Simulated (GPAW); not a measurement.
# BN: optical spectrum from first principles, part 2 of 2

Wanted: where BN starts to absorb, how strongly, and its refractive index. The cell comes from an older database entry, whose edges can differ from later determinations, mostly by under a per cent.

GPAW 26.7.0; DFT, LDA, plane-wave PAW (GPAW data sets), scalar-relativistic, RPA, optical limit.

So far. Step 2 (Ground state): There is a gap, 4.93 eV on this mesh (points off the mesh can give less), so no carriers' term is needed.

The database entry behind the starting cell has ideal inner coordinates that were not refined, so it need not match the best structure at ambient conditions.

## (4) Dielectric function, RPA (continued)

The Re ε by photon energy:

| photon energy (eV) | E ∥ x | E ∥ z |
| --- | --- | --- |
| 0.0 | 4.51 | 4.69 |
| 0.5 | 4.51 | 4.69 |
| 1.0 | 4.53 | 4.71 |
| 1.5 | 4.56 | 4.75 |
| 2.0 | 4.60 | 4.79 |
| 2.5 | 4.65 | 4.85 |
| 3.0 | 4.72 | 4.93 |
| 3.5 | 4.80 | 5.03 |
| 4.0 | 4.91 | 5.15 |
| 4.5 | 5.03 | 5.30 |
| 5.0 | 5.19 | 5.48 |
| 5.5 | 5.37 | 5.71 |
| 6.0 | 5.60 | 5.99 |
| 6.5 | 5.88 | 6.35 |
| 7.0 | 6.24 | 6.83 |
| 7.5 | 6.72 | 7.51 |
| 8.0 | 7.39 | 8.57 |
| 8.5 | 8.35 | 10.2 |
| 9.0 | 9.56 | 10.8 |
| 9.5 | 11.2 | 12.1 |
| 10.0 | 12.4 | 10.1 |
| 10.5 | 11.4 | 5.63 |
| 11.0 | 6.43 | 3.05 |
| 11.5 | 3.26 | 0.245 |
| 12.0 | 1.46 | 1.73 |
| 12.5 | -0.529 | 1.47 |
| 13.0 | -0.242 | 0.829 |
| 13.5 | 0.566 | 0.485 |

Refractive index n and extinction k against photon energy:

| photon energy (eV) | n, E ∥ x | k, E ∥ x | n, E ∥ z | k, E ∥ z |
| --- | --- | --- | --- | --- |
| 0.0 | 2.12 | 0 | 2.17 | 0 |
| 0.5 | 2.12 | 7.8e-4 | 2.17 | 8.8e-4 |
| 1.0 | 2.13 | 0.00158 | 2.17 | 0.00178 |
| 1.5 | 2.13 | 0.00241 | 2.18 | 0.00271 |
| 2.0 | 2.14 | 0.00329 | 2.19 | 0.00370 |
| 2.5 | 2.16 | 0.00423 | 2.20 | 0.00478 |
| 3.0 | 2.17 | 0.00526 | 2.22 | 0.00597 |
| 3.5 | 2.19 | 0.00641 | 2.24 | 0.00732 |
| 4.0 | 2.22 | 0.00772 | 2.27 | 0.00888 |
| 4.5 | 2.24 | 0.00925 | 2.30 | 0.0107 |
| 5.0 | 2.28 | 0.0111 | 2.34 | 0.0130 |
| 5.5 | 2.32 | 0.0133 | 2.39 | 0.0158 |
| 6.0 | 2.37 | 0.0161 | 2.45 | 0.0195 |
| 6.5 | 2.43 | 0.0197 | 2.52 | 0.0246 |
| 7.0 | 2.50 | 0.0247 | 2.61 | 0.0322 |
| 7.5 | 2.59 | 0.0324 | 2.74 | 0.0451 |
| 8.0 | 2.72 | 0.0469 | 2.93 | 0.0756 |
| 8.5 | 2.89 | 0.0989 | 3.20 | 0.238 |
| 9.0 | 3.10 | 0.198 | 3.33 | 0.547 |
| 9.5 | 3.36 | 0.368 | 3.58 | 0.868 |
| 10.0 | 3.62 | 0.821 | 3.51 | 1.49 |
| 10.5 | 3.71 | 1.54 | 2.96 | 1.77 |
| 11.0 | 3.18 | 1.92 | 2.82 | 2.21 |
| 11.5 | 2.83 | 2.18 | 2.18 | 2.13 |
| 12.0 | 2.39 | 2.06 | 2.06 | 1.59 |
| 12.5 | 2.09 | 2.22 | 2.20 | 1.84 |
| 13.0 | 1.85 | 1.91 | 1.98 | 1.75 |
| 13.5 | 2.04 | 1.89 | 2.17 | 2.05 |

The reflectivity at normal incidence by photon energy; read off at these points:

| photon energy (eV) | E ∥ x (%) | E ∥ z (%) |
| --- | --- | --- |
| 0.00 | 12.9 | 13.5 |
| 0.50 | 12.9 | 13.6 |
| 1.00 | 13.0 | 13.6 |
| 1.50 | 13.1 | 13.7 |
| 2.00 | 13.2 | 13.9 |
| 2.50 | 13.4 | 14.1 |
| 3.00 | 13.7 | 14.4 |
| 3.50 | 13.9 | 14.7 |
| 4.00 | 14.3 | 15.1 |
| 4.50 | 14.7 | 15.6 |
| 5.00 | 15.2 | 16.1 |
| 5.50 | 15.8 | 16.8 |
| 6.00 | 16.5 | 17.6 |
| 6.50 | 17.3 | 18.7 |
| 7.00 | 18.4 | 20.0 |
| 7.50 | 19.7 | 21.7 |
| 8.00 | 21.4 | 24.1 |
| 8.50 | 23.7 | 27.7 |
| 9.00 | 26.4 | 30.1 |
| 9.50 | 29.8 | 34.1 |
| 10.00 | 34.3 | 37.8 |
| 10.50 | 39.6 | 37.1 |
| 11.00 | 39.9 | 42.1 |
| 11.50 | 41.8 | 40.4 |
| 11.63 | 42.5 | 39.2 |
| 12.00 | 39.3 | 30.8 |
| 12.50 | 42.2 | 35.4 |
| 13.00 | 37.1 | 33.8 |
| 13.50 | 36.4 | 39.1 |
| 13.77 | 40.0 | 44.5 |

The loss function −Im 1/ε at q → 0 has structure finer than the step of the table below, so its rows give means over 0.5 eV, whole bins alone (the curve runs from 0 to 14.0 eV). Peaks (eV: height): E ∥ x 13.17: 0.146; E ∥ z 11.87: 0.150, 13.00: 0.142.

Values under the direct gap are tails of Lorentzian lines. Table of loss function −Im 1/ε at q → 0 by energy loss; means over each step:

| energy loss (eV) | E ∥ x | E ∥ z |
| --- | --- | --- |
| 0.5 | 1.6e-4 | 1.7e-4 |
| 1.0 | 3.3e-4 | 3.5e-4 |
| 1.5 | 5.0e-4 | 5.2e-4 |
| 2.0 | 6.7e-4 | 7.1e-4 |
| 2.5 | 8.4e-4 | 8.9e-4 |
| 3.0 | 0.00103 | 0.00109 |
| 3.5 | 0.00122 | 0.00130 |
| 4.0 | 0.00142 | 0.00152 |
| 4.5 | 0.00164 | 0.00176 |
| 5.0 | 0.00187 | 0.00202 |
| 5.5 | 0.00213 | 0.00232 |
| 6.0 | 0.00243 | 0.00266 |
| 6.5 | 0.00277 | 0.00308 |
| 7.0 | 0.00318 | 0.00361 |
| 7.5 | 0.00373 | 0.00441 |
| 8.0 | 0.00477 | 0.00626 |
| 8.5 | 0.00812 | 0.0145 |
| 9.0 | 0.0133 | 0.0264 |
| 9.5 | 0.0194 | 0.0332 |
| 10.0 | 0.0311 | 0.0496 |
| 10.5 | 0.0448 | 0.0714 |
| 11.0 | 0.0635 | 0.0785 |
| 11.5 | 0.0774 | 0.108 |
| 12.0 | 0.0969 | 0.136 |
| 12.5 | 0.110 | 0.122 |
| 13.0 | 0.140 | 0.135 |
| 13.5 | 0.133 | 0.116 |

From ε follow the optical constants at some laser and lamp lines:

| wavelength (nm) | n x | k x | R (%) x | 1/α x | n z | k z | R (%) z | 1/α z |
| --- | --- | --- | --- | --- | --- | --- | --- | --- |
| 1064 | 2.13 | 0.002 | 13.0 | 46 µm | 2.17 | 0.002 | 13.7 | 41 µm |
| 800 | 2.14 | 0.002 | 13.1 | 26 µm | 2.18 | 0.003 | 13.8 | 23 µm |
| 532 | 2.15 | 0.004 | 13.4 | 11 µm | 2.20 | 0.004 | 14.0 | 9.6 µm |
| 450 | 2.16 | 0.005 | 13.5 | 7.6 µm | 2.21 | 0.005 | 14.2 | 6.7 µm |
| 405 | 2.17 | 0.005 | 13.7 | 6.0 µm | 2.22 | 0.006 | 14.4 | 5.3 µm |
| 308 | 2.22 | 0.008 | 14.3 | 3.1 µm | 2.27 | 0.009 | 15.1 | 2.7 µm |
| 248 | 2.28 | 0.011 | 15.2 | 1.8 µm | 2.34 | 0.013 | 16.1 | 1.5 µm |

Below the direct gap, k and the depth come from the tails of the Lorentzian lines, not from transitions.

At 1064 nm the birefringence n(z) − n(x) is +0.043: the crystal is uniaxial positive at this level.

## (5) Outcome

| Quantity | Value |
| --- | --- |
| electronic dielectric constant ε∞, mean over x, y and z (by symmetry where fewer were run) (RPA) | 4.57 |
| main peak of Im epsilon, first axis | 11.5 eV |

**Reading.** At this level (LDA, RPA) BN has a mean ε∞ = 4.57 and n = 2.13 at 1550 nm (E ∥ x), and Im ε peaks at 11.5 eV (E ∥ x). On the mesh the gap is 4.93 eV and the least direct gap 8.19 eV, so on this mesh the band edges lie at different points. Local fields change the static value along x from 4.67 to 4.51 (-4 %). Distinct maxima of Im ε, read by a parabola through the highest points, lie at 11.49 eV (12) and 13.62 eV (8.0) for E ∥ x. The static values by axis are 4.51 (x), 4.69 (z). At 1064 nm the birefringence n(z) − n(x) is +0.043: the crystal is uniaxial positive at this level. Excitons and phonon-assisted transitions are missing; LDA gaps are as a rule too small, which pulls the onset down and ε∞ up. The sum runs over mesh points, so small or evenly spaced maxima can still be ripples of the mesh.

[Hosts, paths, dates, database ids (printed as entryN), source tags and the programs' standing remarks are cut or masked in the printed files.]
